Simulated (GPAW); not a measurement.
# Ballistic transport through fluorene-2,7-dithiol between two Pt chains, cheap and dear, part 2 of 3

Aim: T(E), conductance and thermopower of fluorene-2,7-dithiol between two Pt chains, and what cheaper settings cost in accuracy.

GPAW 26.7.0; GPAW LCAO, PAW setups; Landauer transmission from Green's functions with principal layers (ASE), zero bias.

So far, transmission at the Fermi level (one spin): step 2 (double-zeta polarised basis) 0.846; step 3 (basis szp(dzp)) 0.657; step 4 (basis sz(dzp)) 0.503.

### 5. RPBE in the dzp basis: xc = "RPBE"

Back in the dzp basis, the functional changes from PBE to RPBE, to set the spread between functionals beside that between bases.

Contents of run.py:

```python
import json
import numpy as np
from ase import Atoms
from ase.transport.calculators import TransportCalculator
from gpaw import GPAW, FermiDirac
from gpaw.lcao.tools import get_lcao_hamiltonian
from scipy.linalg import eigh

# The junction with lead layers at both ends, along the third cell vector
device = Atoms(
    ['Pt', 'Pt', 'Pt', 'Pt', 'Pt', 'Pt', 'Pt', 'S', 'C', 'H', 'H', 'C', 'C', 'C', 'C', 'H', 'C', 'H', 'H', 'C', 'C', 'C', 'H', 'C', 'C', 'H', 'C', 'C', 'H', 'S', 'Pt', 'Pt', 'Pt', 'Pt', 'Pt', 'Pt', 'Pt'],
    positions=[
        [6.57784, 5.11754, 1.20000],
        [6.57784, 5.11754, 3.60000],
        [6.57784, 5.11754, 6.00000],
        [6.57784, 5.11754, 8.40000],
        [6.57784, 5.11754, 10.80000],
        [6.57784, 5.11754, 13.20000],
        [6.57784, 5.11754, 15.60000],
        [5.54197, 6.12406, 17.45375],
        [5.51449, 6.09452, 19.23499],
        [3.34902, 6.09740, 19.33713],
        [7.67498, 6.11217, 19.46169],
        [4.27648, 6.08885, 19.90641],
        [6.71119, 6.09427, 19.95973],
        [4.21173, 6.07209, 21.30527],
        [6.63727, 6.07783, 21.34423],
        [3.25000, 6.06681, 21.80692],
        [5.39738, 6.06554, 22.01878],
        [8.39015, 5.17502, 22.22637],
        [8.37749, 6.98508, 22.24666],
        [7.77861, 6.07463, 22.34129],
        [5.64437, 6.05080, 23.44495],
        [7.03861, 6.05470, 23.66320],
        [3.69347, 6.04058, 24.36528],
        [4.76780, 6.03814, 24.51581],
        [7.57331, 6.04377, 24.94216],
        [8.64843, 6.05025, 25.09168],
        [5.29874, 6.02668, 25.81198],
        [6.69090, 6.02397, 26.02727],
        [4.61361, 6.02556, 26.65683],
        [7.34387, 6.01779, 27.68500],
        [6.57784, 5.11754, 29.71607],
        [6.57784, 5.11754, 32.11607],
        [6.57784, 5.11754, 34.51607],
        [6.57784, 5.11754, 36.91607],
        [6.57784, 5.11754, 39.31607],
        [6.57784, 5.11754, 41.71607],
        [6.57784, 5.11754, 44.11607]],
    cell=[[13.15568, 0.0, 0.0], [0.0, 10.23508, 0.0], [0.0, 0.0, 45.31607]],
    pbc=True)

# One principal layer of the lead: the first 5 atoms of the device
lead = Atoms(
    ['Pt', 'Pt', 'Pt', 'Pt', 'Pt'],
    positions=[
        [6.57784, 5.11754, 1.20000],
        [6.57784, 5.11754, 3.60000],
        [6.57784, 5.11754, 6.00000],
        [6.57784, 5.11754, 8.40000],
        [6.57784, 5.11754, 10.80000]],
    cell=[[13.15568, 0.0, 0.0], [0.0, 10.23508, 0.0], [0.0, 0.0, 12.0]],
    pbc=True)

settings = dict(mode='lcao', basis='dzp', xc='RPBE', h=0.2,
                occupations=FermiDirac(0.1), maxiter=250,
                mixer=dict(beta=0.1, nmaxold=8, weight=100.0),
                convergence=dict(density=0.0001))
energies = np.arange(-3, 3 + 1e-9, 0.075)
eta = 0.0001
n1, n2 = 1, 1
# k and -k transmit alike, so half of the mesh across the current serves
mesh = [(i, j) for i in range(n1) for j in range(n2) if (i, j) <= (-i % n1, -j % n2)]
weights = np.array([1 if (i, j) == (-i % n1, -j % n2) else 2 for i, j in mesh]) / (n1 * n2)

# [... helper functions left out ...]
fermi_lead = ground_state(lead, (1, 1, 10), 'lead.txt')
fermi_device = ground_state(device, (1, 1, 2), 'device.txt')
# [... loop over the mesh left out, but for ...]
        # Shift the lead onto the potential of the device's first layer
        shift = ((H[:, 0, 0] - H0[:, 0, 0]) / S0[0, 0]).real.mean()
# [...]
kT = 8.617333e-5 * 200
bias = [0.1, 0.2, 0.5, 1.0, 1.5, 2.0]
# [... integrals and printing left out ...]
```

Command:

```console
$ OMP_NUM_THREADS=1 OPENBLAS_NUM_THREADS=1 python run.py
```

Output:

```text
basis functions: device 613, principal layer 135
Fermi level: lead -4.9669 eV, device -4.5714 eV; lead shifted by 0.0015 eV
largest coupling past the next layer 8.00e-06 eV, largest misfit of the first layer 0.213 eV
  E-E_F (eV)   T (one spin)  [channel counts left out]
    -3.000    1.4738e-01
    -2.925    1.8284e-01
    -2.850    2.4072e-01
[...]
2.925    4.8961e-02
     3.000    1.4583e-02
conductance at 200 K: 0.83089 G0 a cell; thermopower 7.949 uV/K
current from the zero-bias T(E) at 0.1 V: 6.4164 uA
current from the zero-bias T(E) at 0.2 V: 12.72 uA
current from the zero-bias T(E) at 0.5 V: 29.852 uA
current from the zero-bias T(E) at 1.0 V: 45.498 uA
current from the zero-bias T(E) at 1.5 V: 59.139 uA
current from the zero-bias T(E) at 2.0 V: 73.441 uA
```

Run time: 11 min. Hardware: 1 thread of Intel Xeon Platinum 8375C at 2.90GHz (Ice Lake), shared host; peak memory 2.4 GiB.

This step gave:

```
conductance                                    : 0.8309 G₀
thermopower                                    : 7.949 μV/K
largest coupling past the next principal layer : 8.00e-6 eV
largest misfit of the first principal layer    : 0.2129 eV
shift that aligns the lead                     : 0.001533 eV
basis functions of the junction                : 613
basis functions of a principal layer           : 135
transmission at the Fermi level (one spin)     : 0.8374
```

The conductance, 0.831 G₀, lies 1.0 % below that of the dzp run.

### 6. The ladder

Times are for 1 thread of Intel Xeon Platinum 8375C at 2.90GHz (Ice Lake), shared host. The series side by side:

```
no.       run  conductance (G₀)     time  memory (GiB)
  1       dzp            0.8390  9.5 min           2.4
  2       szp            0.6541    8 min           2.3
  3        sz            0.5006  5.7 min           2.2
  4  dzp RPBE            0.8309   11 min           2.4
```

### 7. Comparison

The curves are compared point by point over the common energies.

This step: comparison of transmission and cost over codes and levels (GPAW 26.7.0).

Ladder, by row:

```
    step  code  T at the Fermi level (sum over the listed spins)  conductance (G0)  r.m.s. T(E) from the first  wall time (s)  peak memory (GiB)  threads
     dzp  GPAW                                            0.8458             0.839                           0          571.6               2.36        1
     szp  GPAW                                            0.6575            0.6541                      0.2106          480.2               2.28        1
      sz  GPAW                                            0.5026            0.5006                      0.2775          343.7               2.19        1
dzp-RPBE  GPAW                                            0.8374            0.8309                     0.03238          671.7               2.36        1
```

Table of transmission, zone mean, sum over the listed spins by energy, zero at the Fermi level:

```
energy (eV)      dzp      szp       sz  dzp-RPBE
    -3.0000    0.146   0.0995    0.159     0.147
    -2.7750    0.329    0.329    0.849     0.332
    -2.7000    0.465    0.528    0.990     0.468
    -2.5500    0.839    0.982   0.0666     0.843
    -2.4750    0.969    0.956    0.737     0.971
    -2.4000    0.997    0.781    0.559     0.996
    -2.2500    0.881    0.916    0.439     0.880
    -2.0250    0.700    0.606    0.440     0.698
    -1.7250    0.958    0.669    0.606     0.847
    -1.5000    0.955    0.788    0.730     0.961
    -1.3500    0.975    0.782    0.699     0.978
    -1.2750    0.973    0.735    0.638     0.974
    -0.9750    0.789    0.483    0.405     0.792
    -0.7500    0.687    0.452    0.376     0.693
    -0.5250    0.627    0.379    0.300     0.609
    -0.2250    0.982    0.922    0.844     0.984
     0.0000    0.846    0.657    0.503     0.837
     0.2250    0.425    0.298    0.192     0.419
     0.5250   0.0752   0.0506   0.0310    0.0736
     0.7500  0.00179  0.00142   9.7e-4   0.00177
     0.9750  0.00181  0.00172  0.00124   0.00178
     1.2750  0.00176  0.00224  0.00168   0.00173
     1.5000  0.00195  0.00318  0.00242   0.00191
     1.7250  0.00242  0.00549  0.00423   0.00237
     2.0250  0.00414   0.0207   0.0170   0.00399
     2.2500  0.00822    0.260    0.334   0.00780
     2.3250   0.0113    0.935    0.668    0.0106
     2.4750   0.0275   0.0707   0.0427    0.0250
     2.7000    0.650   0.0321   0.0162     0.474
     2.7750    0.452   0.0201  0.00976     0.639
     3.0000  0.00620   0.0374   9.0e-4    0.0146
```

### 8. K-points along the lead 40, density threshold 0.001: lead_nz = 40 and conv = 0.001

The lead's own mesh along the current sets its density and potential; where the lead is aligned to the junction's end layer, a rigid shift drops out. The Hamiltonian is taken from the last density. The density threshold is one of the tests that end the cycle; the energy must settle too, so a loose value may not be the test that decides.

This step: GPAW LCAO, PAW setups; Landauer transmission from Green's functions with principal layers (ASE), zero bias (GPAW 26.7.0).

Edit run.py of step 5 so:

```diff
@@ -64,6 +64,6 @@
 
-settings = dict(mode='lcao', basis='dzp', xc='RPBE', h=0.2,
+settings = dict(mode='lcao', basis='dzp', xc='PBE', h=0.2,
                 occupations=FermiDirac(0.1), maxiter=250,
                 mixer=dict(beta=0.1, nmaxold=8, weight=100.0),
-                convergence=dict(density=0.0001))
+                convergence=dict(density=0.001))
 energies = np.arange(-3, 3 + 1e-9, 0.075)
@@ -76,3 +76,3 @@
 # [... helper functions left out ...]
-fermi_lead = ground_state(lead, (1, 1, 10), 'lead.txt')
+fermi_lead = ground_state(lead, (1, 1, 40), 'lead.txt')
 fermi_device = ground_state(device, (1, 1, 2), 'device.txt')
```

Output:

```text
basis functions: device 613, principal layer 135
Fermi level: lead -5.0754 eV, device -4.6666 eV; lead shifted by -0.0011 eV
largest coupling past the next layer 8.09e-06 eV, largest misfit of the first layer 0.235 eV
  E-E_F (eV)   T (one spin)  [channel counts left out]
    -3.000    1.4616e-01
    -2.925    1.8124e-01
    -2.850    2.3827e-01
    -2.775    3.2803e-01
    -2.700    4.6294e-01
    -2.625    6.4450e-01
    -2.550    8.3729e-01
    -2.475    9.6856e-01
    -2.400    9.9685e-01
    -2.325    9.5143e-01
    -2.250    8.8130e-01
    -2.175    8.1462e-01
    -2.100    7.5840e-01
    -2.025    6.9877e-01
    -1.950    3.6516e-01
    -1.875    8.9263e-01
[...]
2.475    2.7488e-02
     2.550    5.3473e-02
     2.625    1.4203e-01
     2.700    6.5262e-01
     2.775    4.4831e-01
     2.850    1.0517e-01
     2.925    3.7423e-02
     3.000    5.7511e-03
conductance at 200 K: 0.84442 G0 a cell; thermopower 7.372 uV/K
current from the zero-bias T(E) at 0.1 V: 6.5196 uA
current from the zero-bias T(E) at 0.2 V: 12.916 uA
current from the zero-bias T(E) at 0.5 V: 30.195 uA
current from the zero-bias T(E) at 1.0 V: 45.704 uA
current from the zero-bias T(E) at 1.5 V: 59.313 uA
current from the zero-bias T(E) at 2.0 V: 73.55 uA
```

Elapsed: 8.9 min, on 1 thread; peak memory 2.4 GiB.

This step gave:

```
conductance                                    : 0.8444 G₀
thermopower                                    : 7.372 μV/K
largest coupling past the next principal layer : 8.09e-6 eV
largest misfit of the first principal layer    : 0.2352 eV
shift that aligns the lead                     : -0.001097 eV
transmission at the Fermi level (one spin)     : 0.8513
```

One spin. Table of transmission, zone mean by energy, zero at the Fermi level:

```
energy (eV)  transmission, zone mean
      -3.00                    0.146
      -2.85                    0.238
      -2.70                    0.463
      -2.55                    0.837
      -2.40                    0.997
      -2.33                    0.951
      -2.17                    0.815
      -2.02                    0.699
      -1.88                    0.893
      -1.73                    0.430
      -1.57                    0.945
      -1.35                    0.974
      -1.20                    0.877
      -1.05                    0.871
      -0.90                    0.723
      -0.75                    0.689
      -0.60                    0.690
      -0.38                    0.455
      -0.23                    0.983
      -0.07                    0.928
       0.00                    0.851
       0.07                    0.739
       0.23                    0.428
       0.38                    0.171
       0.60                   0.0462
       0.75                  0.00176
       0.90                  0.00186
       1.05                  0.00177
       1.20                  0.00175
       1.35                  0.00180
       1.57                  0.00207
       1.73                  0.00243
       1.88                  0.00304
       2.02                  0.00414
       2.17                  0.00629
       2.33                   0.0113
       2.55                   0.0535
       2.70                    0.653
       2.85                    0.105
       3.00                  0.00575
```

Not self-consistent under bias; the bias window is split evenly. The current through one cell, from the zero-bias transmission by bias:

```
bias (V)  current through one cell, from the zero-bias transmission (μA)
   0.100                                                            6.52
   0.200                                                            12.9
   0.500                                                            30.2
   1.000                                                            45.7
   1.500                                                            59.3
   2.000                                                            73.5
```

Transmission of the three most open eigenchannels against energy, zero at the Fermi level:

```
energy (eV)  channel 1  channel 2  channel 3
      -3.00      0.146     6.3e-4     3.6e-5
      -2.77      0.327     7.8e-4     1.6e-5
      -2.55      0.836    0.00103     4.8e-6
      -2.40      0.996    0.00125     1.1e-6
      -2.17      0.813    0.00154     2.0e-7
      -1.95      0.364    0.00134     1.9e-5
      -1.73      0.309      0.120     3.1e-4
      -1.57      0.944    0.00110     7.4e-6
      -1.35      0.973     9.9e-4     1.2e-5
      -1.12      0.906    0.00108     2.0e-5
      -0.90      0.722    0.00174     2.8e-5
      -0.75      0.687    0.00161     3.0e-5
      -0.53      0.624    0.00143     3.0e-5
      -0.30      0.781     9.4e-4     2.5e-5
      -0.07      0.927     7.9e-4     2.2e-5
       0.00      0.851     6.8e-4     2.0e-5
       0.07      0.738     5.3e-4     1.8e-5
       0.30      0.289     5.7e-5     5.0e-6
       0.53     0.0736     2.9e-5     1.9e-6
       0.75    0.00176    9.5e-12          0
       0.90    0.00186          0          0
       1.12    0.00175          0          0
       1.35    0.00180          0          0
       1.57    0.00207          0          0
       1.73    0.00243          0          0
       1.95    0.00351          0          0
       2.17    0.00629          0          0
       2.40     0.0167          0          0
       2.55     0.0535          0          0
       2.77      0.448          0          0
       3.00    0.00575          0          0
```

The conductance, 0.844 G₀, lies 0.6 % above that of the dzp run.

(Part 2 of 3 ends here.)

[Logs are printed without paths, hosts, clocks, repeated set-up lines and the standing remarks that a program may print on its own settings, such as how far it seeks lower states.]

[Hosts, paths, dates, database ids (printed as entryN), source tags and the programs' standing remarks are cut or masked in the printed files.]
